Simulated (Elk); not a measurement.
An input for Elk 11.2.3 (patched build) (KMgH3 (Pm-3m)):

```
tasks
  0

xctype
  3

rgkmax
  8.5

gmaxvr
  18.0

lmaxapw
  10

lmaxo
  8

nxlo
  2

lorbcnd
  .true.

autolinengy
  .true.

tshift
  .false.

ngridk
  6 6 6

swidth
  0.0005

maxscl
  80

sppath
  './'

avec
  7.6061476516 0.0000000000 0.0000000000
  0.0000000000 7.6061476516 0.0000000000
  0.0000000000 0.0000000000 7.6061476516

atoms
  3
  'K.in'
  1
  0.0000000000 0.0000000000 0.0000000000
  'Mg.in'
  1
  0.5000000000 0.5000000000 0.5000000000
  'H.in'
  3
  0.0000000000 0.5000000000 0.5000000000
  0.5000000000 0.0000000000 0.5000000000
  0.5000000000 0.5000000000 0.0000000000
```

```sh
OMP_NUM_THREADS=4 elk > log
```

**Question.** Estimate wall time and host memory on 4 threads of Arm Neoverse N1, shared host.

It took 96 s; on shared hardware allow 48 s to 3.2 min. Peak host memory was 0.49 GiB.

[Paths, hosts, dates, memory and timing lines, banners, echoed tables and standing remarks are left out of the program output.]

[Logs are printed without paths, hosts, clocks, repeated set-up lines and the standing remarks that a program may print on its own settings, such as how far it seeks lower states.]

[Runs of the session that timed out or met a known fault of the program may be left out.]

[Hosts, paths, dates, database ids (printed as entryN), source tags and the programs' standing remarks are cut or masked in the printed files.]
